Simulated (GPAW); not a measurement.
# Work function of 2H-TaSTe monolayer at several levels

How far do functional and basis move the work function of 2H-TaSTe monolayer?

Main program and level: GPAW 26.7.0; GPAW, PAW setups; layer in a repeated cell with vacuum, relaxation of atoms and in-plane cell, in the first sound run; inputs show where later runs differ.

**1. Starting point**

The cell holds 3 atoms: 1 Te, 1 Ta and 1 S. Its edges and angles: a = 3.657 Å, b = 3.657 Å, c = 21.548 Å, α = 90.0°, β = 90.0°, γ = 120.0°. Vacuum lies along c.

**2. Relaxing the atoms**

The atoms are relaxed first, since the surface dipole, and with it the work function, follows the positions of the outer layers.

run.py reads:

```python
import json
import numpy as np
from ase import Atoms
from ase.filters import FrechetCellFilter
from ase.optimize import BFGS
from gpaw import GPAW, PW

slab = Atoms(
    ['Te', 'Ta', 'S'],
    positions=[
        [-0.00000, 2.11152, 9.00000],
        [0.00000, 0.00000, 11.03135],
        [-0.00000, 2.11152, 12.54841]],
    cell=[[3.65726, 0.0, 0.0], [-1.82863, 3.16728, 0.0], [0.0, 0.0, 21.5484]],
    pbc=[True, True, True])

slab.calc = GPAW(mode=PW(600), xc='PBE', kpts={'size': (9, 9, 1), 'gamma': True},
                 occupations={'name': 'fermi-dirac', 'width': 0.05}, nbands='160%',
                 convergence={'density': 1e-05}, maxiter=200,
                 symmetry={'tolerance': 1e-3}, txt='slab.txt')
result = {}
# The in-plane cell is free; stress needs a cell that repeats along all three vectors
path = []
opt = BFGS(FrechetCellFilter(slab, mask=[1, 1, 0, 0, 0, 1]), maxstep=0.2)
opt.attach(lambda: path.append((slab.get_potential_energy(), slab.positions.tolist(), slab.get_forces().tolist())))
result['relaxed'] = bool(opt.run(fmax=0.02, steps=45))
result['path'] = path
result['cell'] = slab.cell.tolist()
print('in-plane lattice', slab.cell.cellpar().round(4)[[0, 1, 5]])
energy = slab.get_potential_energy()
fermi = slab.calc.get_fermi_level()
v = slab.calc.get_electrostatic_potential().mean((0, 1)) - fermi
n = slab.calc.get_pseudo_density().mean((0, 1))
L = slab.cell[2, 2]
z = np.arange(len(v)) * L / len(v)
low, high = slab.positions[:, 2].min(), slab.positions[:, 2].max()
below, above = np.interp([low - 6.8, high + 6.8], z, v)
slopes = [np.interp(x, z, np.gradient(v, z)) for x in (low - 6.8, high + 6.8)]
eps = np.array([[slab.calc.get_eigenvalues(k, s) for k in range(len(slab.calc.get_ibz_k_points()))]
                for s in range(slab.calc.get_number_of_spins())]) - fermi
top, bottom = eps[eps < 0].max(), eps[eps > 0].min()
dipole = slab.get_dipole_moment()[2]
print(f'energy {energy:.4f} eV, Fermi level {fermi:.4f} eV, dipole {dipole:.5f} e A')
print(f'potential 6.8 A off the faces, from the Fermi level: lower {below:.4f} eV, upper {above:.4f} eV')
print(f'slope of the potential there: lower {slopes[0]:.5f}, upper {slopes[1]:.5f} eV/A')
print(f'nearest levels on the mesh: {top:.4f} and {bottom:.4f} eV')
print('magnetic moment', round(slab.get_magnetic_moment(), 3))
result.update(energy=energy, fermi=fermi, dipole=dipole, below=below, above=above, slopes=slopes, edges=[top, bottom],
              z=z.tolist(), v=v.tolist(), n=n.tolist(), positions=slab.positions.tolist(),
              forces=slab.get_forces(apply_constraint=False).tolist(), moments=slab.get_magnetic_moments().tolist())
json.dump(result, open('result.json', 'w'))
```

The run is started by

```sh
$ OMP_NUM_THREADS=1 OPENBLAS_NUM_THREADS=1 python run.py
```

The program printed:

```text
Step          Energy          fmax
BFGS:    0      -18.864885        1.653165
BFGS:    1      -18.991800        1.319176
BFGS:    2      -19.190028        0.483412
BFGS:    3      -19.201771        0.108770
BFGS:    4      -19.202222        0.068924
BFGS:    5      -19.202552        0.068654
BFGS:    6      -19.202910        0.067045
BFGS:    7      -19.203083        0.044556
BFGS:    8      -19.203143        0.025586
BFGS:    9      -19.203158        0.009055
in-plane lattice [  3.5231   3.5231 120.    ]
energy -19.1879 eV, Fermi level -1.3565 eV, dipole -0.04831 e A
potential 6.8 A off the faces, from the Fermi level: lower 5.0448 eV, upper 5.2167 eV
slope of the potential there: lower -0.03744, upper -0.03755 eV/A
nearest levels on the mesh: -0.0169 and 0.1056 eV
magnetic moment 0.0
```

It took 5.5 min on 1 thread of Arm Neoverse V1, shared host; peak memory 0.34 GiB.

This step gave:

```yaml
dipole_along_the_normal: -0.04831 e·Å
levels_nearest_the_fermi_level_on_the_mesh: -0.01693, 0.1056 eV from the Fermi level
```

Electrostatic potential energy of an electron (without an applied field's), less the Fermi level, planar mean against z:

z (Å), electrostatic potential energy of an electron (without an applied field's), less the Fermi level, planar mean (eV) and a bar from the least value:
```
      0.0        5.1 ##############################
      0.5        5.1 ##############################
      1.0        5.1 ##############################
      1.5        5.1 ##############################
      2.0        5.1 ##############################
      2.5        5.0 ##############################
      3.0        5.0 ##############################
      3.5        5.0 ##############################
      4.0        5.0 ##############################
      4.5        5.0 ##############################
      5.0        4.9 ##############################
      5.5        4.9 #############################
      6.0        4.9 #############################
      6.5        4.8 #############################
      7.0        4.7 #############################
      7.5        4.1 #############################
      8.0        1.7 ##########################
      8.5       -6.5 ################
      9.0      -20.0 
      9.5      -12.3 #########
     10.0       -3.6 ###################
     10.5       -8.9 #############
     11.0      -18.2 ##
     11.5      -11.2 ##########
     12.0       -8.1 ##############
     12.5      -14.9 ######
     13.0       -1.8 ######################
     13.5        3.9 ############################
     14.0        5.1 ##############################
     14.5        5.3 ##############################
     15.0        5.4 ##############################
     15.5        5.4 ##############################
     16.0        5.3 ##############################
     16.5        5.3 ##############################
     17.0        5.3 ##############################
     17.5        5.3 ##############################
     18.0        5.3 ##############################
     18.5        5.2 ##############################
     19.0        5.2 ##############################
     19.5        5.2 ##############################
     20.0        5.2 ##############################
     20.5        5.2 ##############################
     21.0        5.2 ##############################
```

Pseudo valence density, planar mean against z:

```csv
z (Å),"pseudo valence density, planar mean (e/Å³)"
5,2.7e-5
6,4.8e-4
7,0.00840
8,0.125
9,0.127
10,0.328
11,1.07
12,0.462
13,0.281
14,0.0183
15,7.2e-4
16,3.1e-5
```

The relaxation lowered the energy of the cell by 0.339 eV (energies extrapolated to zero smearing; the optimiser's log prints free energies). The largest force left on a free atom is 0.0091 eV/Å.

**3. The slab's potential**

The work function is the vacuum plateau of the electrostatic potential less the Fermi level; a dipole layer lets the two faces have plateaus of their own.

This step: GPAW, PAW setups; slab in vacuum (GPAW 26.7.0).

The cell differs from the one that the last finished run ended in (c 21.548 → 21.365 Å).

Changes to run.py since step 2:

```diff
@@ -3,4 +3,2 @@
 from ase import Atoms
-from ase.filters import FrechetCellFilter
-from ase.optimize import BFGS
 from gpaw import GPAW, PW
@@ -10,21 +8,14 @@
     positions=[
-        [-0.00000, 2.11152, 9.00000],
-        [0.00000, 0.00000, 11.03135],
-        [-0.00000, 2.11152, 12.54841]],
-    cell=[[3.65726, 0.0, 0.0], [-1.82863, 3.16728, 0.0], [0.0, 0.0, 21.5484]],
-    pbc=[True, True, True])
+        [0.00000, 2.03407, 9.00000],
+        [-0.00000, 0.00000, 10.94632],
+        [0.00000, 2.03407, 12.36513]],
+    cell=[[3.52312, 0.0, 0.0], [-1.76156, 3.05111, 0.0], [0.0, 0.0, 21.3651]],
+    pbc=[True, True, False])
 
-slab.calc = GPAW(mode=PW(600), xc='PBE', kpts={'size': (9, 9, 1), 'gamma': True},
+slab.calc = GPAW(mode=PW(400), xc='PBE', kpts={'size': (9, 9, 1), 'gamma': True},
                  occupations={'name': 'fermi-dirac', 'width': 0.05}, nbands='160%',
                  convergence={'density': 1e-05}, maxiter=200,
+                 poissonsolver={'dipolelayer': 'xy'},
                  symmetry={'tolerance': 1e-3}, txt='slab.txt')
 result = {}
-# The in-plane cell is free; stress needs a cell that repeats along all three vectors
-path = []
-opt = BFGS(FrechetCellFilter(slab, mask=[1, 1, 0, 0, 0, 1]), maxstep=0.2)
-opt.attach(lambda: path.append((slab.get_potential_energy(), slab.positions.tolist(), slab.get_forces().tolist())))
-result['relaxed'] = bool(opt.run(fmax=0.02, steps=45))
-result['path'] = path
-result['cell'] = slab.cell.tolist()
-print('in-plane lattice', slab.cell.cellpar().round(4)[[0, 1, 5]])
 energy = slab.get_potential_energy()
```

The program printed:

```text
energy -19.1564 eV, Fermi level -1.3286 eV, dipole -0.03590 e A
potential 6.8 A off the faces, from the Fermi level: lower 4.8381 eV, upper 5.4372 eV
slope of the potential there: lower 0.00006, upper -0.00005 eV/A
nearest levels on the mesh: -0.0169 and 0.1049 eV
magnetic moment 0.0
```

It took 31 s on 1 thread; peak memory 0.22 GiB.

This step gave:

```yaml
dipole_along_the_normal: -0.03590 e·Å
levels_nearest_the_fermi_level_on_the_mesh: -0.01693, 0.1049 eV from the Fermi level
upper_work_function: 5.437 eV
lower_work_function: 4.838 eV
```

Table of electrostatic potential energy of an electron (without an applied field's), less the Fermi level, planar mean by z:

z (Å), electrostatic potential energy of an electron (without an applied field's), less the Fermi level, planar mean (eV) and a bar from the least value:
```
        0        5.1 ##############################
        1        4.8 #############################
        2        4.8 #############################
        3        4.8 #############################
        4        4.8 #############################
        5        4.8 #############################
        6        4.8 #############################
        7        4.6 #############################
        8        0.9 #########################
        9      -20.6 
       10       -3.6 ####################
       11      -18.2 ###
       12       -9.5 #############
       13       -0.2 ########################
       14        5.2 ##############################
       15        5.4 ##############################
       16        5.4 ##############################
       17        5.4 ##############################
       18        5.4 ##############################
       19        5.4 ##############################
       20        5.4 ##############################
       21        5.4 ##############################
```

Pseudo valence density, planar mean against z:

z (Å), pseudo valence density, planar mean (e/Å³) and a bar:
```
      5.0       0.00 
      5.5       0.00 
      6.0       0.00 
      6.5       0.00 
      7.0       0.01 
      7.5       0.04 #
      8.0       0.15 ####
      8.5       0.29 ########
      9.0       0.11 ###
      9.5       0.35 ##########
     10.0       0.33 #########
     10.5       0.59 #################
     11.0       1.05 ##############################
     11.5       0.57 ################
     12.0       0.45 #############
     12.5       0.35 ##########
     13.0       0.24 #######
     13.5       0.07 ##
     14.0       0.01 
     14.5       0.00 
     15.0       0.00 
     15.5       0.00 
     16.0       0.00
```

The potential is flat to 5.8e-5 eV/Å where it is read, so the vacuum is wide enough.

**4. Self-consistent run: xc = "vdW-DF2"**

The same geometry under vdW-DF2, to see how far the functional moves the levels against the vacuum (the van der Waals functionals take revPBE setups).

Changes to run.py since step 3:

```diff
@@ -14,3 +14,3 @@
 
-slab.calc = GPAW(mode=PW(400), xc='PBE', kpts={'size': (9, 9, 1), 'gamma': True},
+slab.calc = GPAW(mode=PW(400), xc='vdW-DF2', kpts={'size': (9, 9, 1), 'gamma': True},
                  occupations={'name': 'fermi-dirac', 'width': 0.05}, nbands='160%',
```

The program printed:

```text
energy -296.0547 eV, Fermi level -1.5124 eV, dipole -0.03738 e A
potential 6.8 A off the faces, from the Fermi level: lower 5.1290 eV, upper 5.7530 eV
slope of the potential there: lower 0.00005, upper -0.00005 eV/A
nearest levels on the mesh: -0.0061 and 0.0955 eV
magnetic moment 0.0
```

It took 42 s on 1 thread; peak memory 0.39 GiB.

This step gave:

| Item | Value |
| --- | --- |
| dipole along the normal | -0.03738 e·Å |
| levels nearest the Fermi level on the mesh | -0.006083, 0.09550 eV from the Fermi level |
| upper work function | 5.753 eV |
| lower work function | 5.129 eV |

Electrostatic potential energy of an electron (without an applied field's), less the Fermi level, planar mean against z:

z (Å), electrostatic potential energy of an electron (without an applied field's), less the Fermi level, planar mean (eV) and a bar from the least value:
```
      0.0        5.4 ##############################
      0.5        5.1 #############################
      1.0        5.1 #############################
      1.5        5.1 #############################
      2.0        5.1 #############################
      2.5        5.1 #############################
      3.0        5.1 #############################
      3.5        5.1 #############################
      4.0        5.1 #############################
      4.5        5.1 #############################
      5.0        5.1 #############################
      5.5        5.1 #############################
      6.0        5.1 #############################
      6.5        5.1 #############################
      7.0        4.8 #############################
      7.5        4.0 ############################
      8.0        0.9 #########################
      8.5       -9.2 #############
      9.0      -20.7 
      9.5      -10.0 ############
     10.0       -3.9 ###################
     10.5      -11.3 ###########
     11.0      -18.5 ##
     11.5       -9.7 #############
     12.0       -9.6 #############
     12.5      -13.2 #########
     13.0       -0.1 #######################
     13.5        4.5 #############################
     14.0        5.5 ##############################
     14.5        5.7 ##############################
     15.0        5.7 ##############################
     15.5        5.8 ##############################
     16.0        5.8 ##############################
     16.5        5.8 ##############################
     17.0        5.8 ##############################
     17.5        5.8 ##############################
     18.0        5.8 ##############################
     18.5        5.8 ##############################
     19.0        5.8 ##############################
     19.5        5.8 ##############################
     20.0        5.8 ##############################
     20.5        5.8 ##############################
     21.0        5.7 ##############################
```

Pseudo valence density, planar mean against z:

```csv
z (Å),"pseudo valence density, planar mean (e/Å³)"
5,5.5e-5
6,8.1e-4
7,0.0120
8,0.154
9,0.114
10,0.327
11,1.04
12,0.454
13,0.240
14,0.0152
15,6.8e-4
16,3.1e-5
```

Force by atom:

| atom | x (eV/Å) | y (eV/Å) | z (eV/Å) | size |
| --- | --- | --- | --- | --- |
| Te1 | 0.000 | 0.000 | -0.831 | 0.831 |
| Ta2 | 0.000 | 0.000 | 0.161 | 0.161 |
| S3 | 0.000 | 0.000 | 0.670 | 0.670 |

The upper face's work function is 5.753 eV, against 5.437 eV in the first plane-wave PBE run at this geometry.

**5. Self-consistent run: xc = "LDA"**

The same geometry under LDA, to see how far the functional moves the levels against the vacuum.

Changes to run.py since step 4:

```diff
@@ -14,3 +14,3 @@
 
-slab.calc = GPAW(mode=PW(400), xc='vdW-DF2', kpts={'size': (9, 9, 1), 'gamma': True},
+slab.calc = GPAW(mode=PW(400), xc='LDA', kpts={'size': (9, 9, 1), 'gamma': True},
                  occupations={'name': 'fermi-dirac', 'width': 0.05}, nbands='160%',
```

The program printed:

```text
energy -21.3799 eV, Fermi level -1.6099 eV, dipole -0.03254 e A
potential 6.8 A off the faces, from the Fermi level: lower 5.1332 eV, upper 5.6757 eV
slope of the potential there: lower 0.00006, upper -0.00005 eV/A
nearest levels on the mesh: -0.0077 and 0.0977 eV
magnetic moment 0.0
```

Run time: 29 s. Hardware: 1 thread; peak memory 0.2 GiB.

This step gave:

* dipole along the normal: -0.03254 e·Å
* levels nearest the Fermi level on the mesh: -0.007689, 0.09767 eV from the Fermi level
* upper work function: 5.676 eV
* lower work function: 5.133 eV

Table of electrostatic potential energy of an electron (without an applied field's), less the Fermi level, planar mean by z:

```csv
z (Å),"electrostatic potential energy of an electron (without an applied field's), less the Fermi level, planar mean (eV)"
0,5.40
1,5.13
2,5.13
3,5.13
4,5.13
5,5.13
6,5.12
7,4.90
8,1.19
9,-20.3
10,-3.24
11,-17.9
12,-9.24
13,0.0374
14,5.44
15,5.67
16,5.68
17,5.68
18,5.68
19,5.68
20,5.68
21,5.65
```

The upper face's work function is 5.676 eV, against 5.437 eV in the first plane-wave PBE run at this geometry.

(Part 1 of 2 ends here.)

[Logs are printed without paths, hosts, clocks, repeated set-up lines and the standing remarks that a program may print on its own settings, such as how far it seeks lower states.]

[Hosts, paths, dates, database ids (printed as entryN), source tags and the programs' standing remarks are cut or masked in the printed files.]
